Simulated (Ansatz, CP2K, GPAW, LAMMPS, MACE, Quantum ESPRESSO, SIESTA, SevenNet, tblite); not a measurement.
# tblite runs on amorphous Cd8Zn24Te9S23 (64 atoms)

Aim: run amorphous Cd8Zn24Te9S23 (64 atoms) in tblite and see how near its forces come to a plane-wave reference, and at what cost.

Program: tblite 0.8.0. Level of theory: the method is named at each step. Results are calculated unless marked as measured.

**1. Set-up**

The cell holds 64 atoms: 8 Cd, 24 Zn, 9 Te and 23 S. Its edges and angles: a = 11.623 Å, b = 11.623 Å, c = 11.623 Å, α = 90.0°, β = 90.0°, γ = 90.0°. 64 atoms (8 Cd, 24 Zn, 9 Te, 23 S) placed at random at 4.61 g/cm³, melted at 2500 K for 10 ps at fixed volume with the Stillinger-Weber II-VI potential (Zhou et al., Phys. Rev. B 88, 085309 (2013)). Quenched from 2500 K to 300 K at 100 K/ps and fixed volume, held 5 ps.

The yardstick, on the same geometry:

```
method                 : Kohn-Sham DFT, PBE, SSSP efficiency 1.3.0 pseudopotentials, plane waves (Quantum ESPRESSO 7.5); sssp-pbe-1.3.0-efficiency, cutoffs 45/360 Ry, Γ point
r.m.s. force component : 0.4537 eV/Å
longest force          : 1.653 eV/Å
pressure               : -1.234 GPa
time                   : 5.2 min on 4 MPI ranks of Arm Neoverse V2, shared host
CPU time               : 21 min
```

**2. GFN1-xTB**

Method: GFN1-xTB tight binding, diagonalisation.

run.py reads:

```python
import numpy as np
from ase.io import read
from tblite.ase import TBLite

atoms = read("structure.xyz")
atoms.calc = TBLite(method="GFN1-xTB", electronic_temperature=580, accuracy=1.0, max_iterations=250, mixer_damping=0.1, verbosity=1)
energy = atoms.get_potential_energy()
forces = atoms.get_forces()
print(f"energy {energy:.6f} eV")
print("forces (eV/A)")
for i, (a, f) in enumerate(zip(atoms, forces)):
    print(f"{i:4d} {a.symbol:2s} {f[0]:10.5f} {f[1]:10.5f} {f[2]:10.5f}")
stress = -atoms.get_stress(voigt=False) * 160.21766
print("stress (GPa, compression positive)")
for row in stress:
    print(" ".join(f"{x:10.4f}" for x in row))
print("charges (e)")
print(np.array2string(atoms.get_charges(), precision=4, suppress_small=True, max_line_width=110, threshold=100000))
```

structure.xyz reads:

```xyz
64
Lattice="11.62280 0.00000 0.00000 0.00000 11.62280 0.00000 0.00000 0.00000 11.62280" Properties=species:S:1:pos:R:3 pbc="T T T"
Cd 1.48423 7.78239 11.29074
Cd 10.00746 9.61380 10.49190
Cd 11.15870 1.39346 8.19094
Cd 3.04250 3.54902 9.32137
Cd 6.06861 6.65161 8.71815
Cd 9.82859 6.28247 7.93151
Cd 0.08833 4.15190 11.31991
Cd 1.80816 1.05965 3.84959
Zn 6.92428 4.13167 10.73110
Zn 6.59466 6.19077 2.53261
Zn 7.19393 7.55947 5.25548
Zn 1.14764 6.78446 3.66885
Zn 5.78316 1.14275 3.66664
Zn 3.18430 0.26163 7.08084
Zn 10.57605 10.92206 5.16076
Zn 5.76979 8.21627 11.15126
Zn 11.25575 9.98317 2.50808
Zn 1.52119 0.39576 11.30434
Zn 7.08561 2.20589 7.94291
Zn 3.62957 6.13800 2.22902
Zn 9.24745 3.82193 4.35506
Zn 0.40436 9.27906 7.50066
Zn 10.34336 7.90629 4.49454
Zn 3.54856 9.87950 2.19264
Zn 7.62084 10.10428 2.27993
Zn 4.20757 4.50616 5.29151
Zn 5.41541 0.52349 11.33537
Zn 3.55751 10.15356 9.02487
Zn 7.40059 10.18587 8.06983
Zn 3.76218 3.31413 1.46180
Zn 9.08949 1.47261 0.29092
Zn 9.49966 6.68299 1.50817
Te 5.29674 4.14655 7.75287
Te 9.33753 5.44796 10.75179
Te 5.85963 0.44643 6.43740
Te 0.16597 3.50323 3.91491
Te 7.74369 2.54830 2.55504
Te 9.37425 3.32342 7.10246
Te 1.32047 5.94239 9.25338
Te 2.97544 8.58111 4.44386
Te 3.55600 7.86561 7.63467
S 5.78595 10.27037 9.90495
S 1.60522 10.69797 5.67936
S 5.91659 4.30718 1.34813
S 11.59177 7.78402 1.74377
S 9.47723 10.86639 1.01130
S 3.87330 2.57608 3.72592
S 0.00883 7.15314 6.39893
S 3.43744 1.83733 11.22239
S 3.71023 8.00730 0.79698
S 1.58767 4.74175 1.79549
S 8.58042 9.70655 4.45572
S 1.32372 9.95051 9.92448
S 1.63045 11.18102 1.84291
S 4.96863 6.63313 4.41701
S 1.85570 2.24599 7.42313
[... 4 atom lines left out ...]
S 1.72680 4.77778 5.75026
S 8.76313 6.18124 3.90677
S 11.25622 1.69007 10.76632
S 7.27239 1.83687 10.42751
```

Command:

```bash
$ OMP_NUM_THREADS=1 python run.py > output.txt
```

What it wrote:

```text
------------------------------------------------------------
  cycle        total energy    energy error   density error
------------------------------------------------------------
      1     -144.6339611439  -1.4430136E+02   6.6226392E-01
      2     -146.6811726713  -2.0472115E+00   5.2307518E-01
      3     -147.2667147381  -5.8554207E-01   3.1470657E-01
      4     -147.5017482244  -2.3503349E-01   2.2159219E-01
      5     -147.5564969378  -5.4748713E-02   1.0364638E-01
      6     -147.6252294297  -6.8732492E-02   3.7193976E-02
      7     -147.6394756020  -1.4246172E-02   1.9374995E-02
      8     -147.6419045787  -2.4289767E-03   1.1857164E-02
      9     -147.6429726312  -1.0680525E-03   5.9105520E-03
     10     -147.6432030069  -2.3037568E-04   2.5972168E-03
     11     -147.6433238129  -1.2080607E-04   1.1411515E-03
     12     -147.6433310902  -7.2772790E-06   6.2461128E-04
     13     -147.6433327585  -1.6682778E-06   2.8918411E-04
     14     -147.6433334439  -6.8539390E-07   1.7451041E-04
     15     -147.6433334917  -4.7837290E-08   1.1007793E-04
     16     -147.6433335385  -4.6784891E-08   4.4959960E-05
     17     -147.6433335577  -1.9145290E-08   2.6352735E-05
     18     -147.6433335593  -1.6891590E-09   1.6853906E-05
------------------------------------------------------------
 total:                                   2.381 sec
energy -4017.579743 eV
forces (eV/A)
   0 Cd   -0.05968   -0.13714   -0.44630
   1 Cd   -0.10074   -0.82870   -1.31135
   2 Cd    0.00707    0.17674   -0.26866
   3 Cd   -0.67057    0.48075   -0.35185
   4 Cd   -1.29447    0.24276    1.19878
   5 Cd    0.35072   -0.99112    0.26008
   6 Cd    0.71057    0.18974   -0.35925
   7 Cd   -0.22544    0.64805    0.51244
   8 Zn    0.26575    0.40621    0.15467
   9 Zn    0.15836    0.31122   -0.07057
  10 Zn    0.03936    0.51144   -0.04923
  11 Zn    0.17815   -0.57800    0.61519
  12 Zn    0.22991    0.10175    0.72955
  13 Zn    0.20094    0.50566   -0.01858
  14 Zn   -0.06085    0.61961    0.25302
  15 Zn    0.01554   -0.27301   -0.32829
  16 Zn   -0.15598    0.67989   -0.37472
  17 Zn   -0.23251   -0.05061   -0.21881
  18 Zn    0.47375    0.23871   -0.05060
  19 Zn   -0.23591   -0.23008   -0.42888
  20 Zn   -0.25383   -0.45113    0.52092
  21 Zn    0.33827   -0.34978    0.21078
  22 Zn   -0.05739   -0.07801    0.38852
  23 Zn    0.25633    0.09091    0.20974
[...]
56 S    -0.46562   -0.37288    0.53648
  57 S     0.04348   -0.17802   -0.07316
  58 S     0.11952    0.48194   -0.22065
  59 S     0.36074    0.47302   -0.81988
  60 S    -0.92541   -0.59820   -2.13805
  61 S    -0.12881   -0.30773   -0.19028
  62 S    -0.33461   -0.05362    0.18764
  63 S    -0.28296   -0.05643   -0.29124
stress (GPa, compression positive)
    1.8303     0.1793    -0.5179
    0.1793     2.3926     0.0599
   -0.5179     0.0599     1.3151
charges (e)
[ 0.133  -0.2011  0.0626  0.0398 -0.1361  0.0064  0.0232  0.07    0.1897  0.2735  0.2769  0.2125  0.2013
  0.1727  0.1226  0.26    0.265   0.3454  0.1603  0.2423  0.1251  0.271   0.2669  0.3045  0.3006  0.2149
  0.3104  0.1954  0.2441  0.2973  0.2521  0.2791  0.0039  0.012  -0.0642  0.0558 -0.0696 -0.0466 -0.016
  0.0531 -0.0891 -0.2392 -0.206  -0.2536 -0.2301 -0.233  -0.2655 -0.2012 -0.2563 -0.2856 -0.245  -0.2963
 -0.2301 -0.2548 -0.2356 -0.2349 -0.2927 -0.2958 -0.2038 -0.1892 -0.2012 -0.2666 -0.2266 -0.2774]
```

The job ended after 3.3 s (1 thread of Arm Neoverse V2, shared host; peak memory 0.12 GiB).

Banners, paths, timers and routine set-up lines are dropped from the logs unmarked, and long logs keep their key lines alone; longer cuts are marked.

Against the reference:

```yaml
r_m_s_force_component: 0.5108 eV/Å
r_m_s_difference_of_force_components: 325.7 meV/Å
longest_difference_of_force_vectors: 1396 meV/Å
force_difference_over_r_m_s_force: 71.77 %
slope_of_forces_against_the_reference_s: 0.8762
correlation_of_force_components: 0.7783
pressure: 1.846 GPa
pressure_difference: 3.08 GPa
```

Length of the force difference by element (eV/Å):

```csv
element,atoms,mean,most
Cd,8,0.50,1.2
S,23,0.53,1.4
Te,9,0.51,1.2
Zn,24,0.36,0.86
```

A closer look about Cd5, one of the 8 Cd atoms: 10 atoms, nearest first, numbered in the order of the input, with positions taken from that point.

```csv
atom,x,y,z,distance (Å),bonds,Mulliken charge (e),Fx,Fy,Fz (eV/Å)
Cd5,0.00,0.00,0.00,0.00,3,-0.14,-1.29,0.24,1.20
S60,1.73,1.19,-1.23,2.43,4,-0.19,0.36,0.47,-0.82
Te33,-0.77,-2.51,-0.97,2.79,4,0.00,-0.04,-0.24,-0.53
Zn16,-0.30,1.56,2.43,2.91,3,0.26,0.02,-0.27,-0.33
Te41,-2.51,1.21,-1.08,2.99,2,-0.09,-0.07,0.13,-0.05
Zn9,0.86,-2.52,2.01,3.34,3,0.19,0.27,0.41,0.15
Zn11,1.13,0.91,-3.46,3.75,4,0.28,0.04,0.51,-0.05
S42,-0.28,3.62,1.19,3.82,4,-0.24,0.46,0.08,0.19
Zn29,1.33,3.53,-0.65,3.83,4,0.24,0.12,0.30,-0.46
Cd6,3.76,-0.37,-0.79,3.86,4,0.01,0.35,-0.99,0.26
```

Atoms are counted from 1 here, from 0 in the log.

Forces lie 72 % from the reference's, at 0.0023 times its CPU time (on 1 against 4 cores).

**3. Outcome**

```
force difference from the reference : tblite GFN1-xTB, 72 %
its CPU time                        : 2.9 s
```

**Reading.** Tight binding differs by 72 % (tblite GFN1-xTB); it is another model, with fitted parameters of its own, and the xTB methods hold dispersion. One electronic-structure run takes under half the reference's CPU time: tblite GFN1-xTB, at 72 % in 2.9 s against 21 min, too far off to be of use; its pressure misses by +3.1 GPa. Periodic xTB results under one method name differ between programs and library versions. The reference's pressure holds the uncorrected Pulay stress of its 45 Ry basis, so small pressure differences, and their order, may be the reference's own error. The quench rate of 100 K/ps is many orders above laboratory rates, so the cell is likely richer in defects and strain than a real sample. The network of bonds at the start is that of the classical potential that made the cell, and needn't be the one that DFT or experiment would give. The electronic-structure runs sample only Γ, in a cell whose shortest periodic width is 12 Å, which is coarse for a cell with partly filled levels. Spin–orbit coupling is left out, which matters for the levels of the heavy elements.

[Also dropped from logs without a mark: logging warnings of Python, and SIESTA's first energy breakdown and zero terms.]

[Logs are printed without paths, hosts, clocks, repeated set-up lines and the standing remarks that a program may print on its own settings, such as how far it seeks lower states.]

[Hosts, paths, dates, database ids (printed as entryN), source tags and the programs' standing remarks are cut or masked in the printed files.]
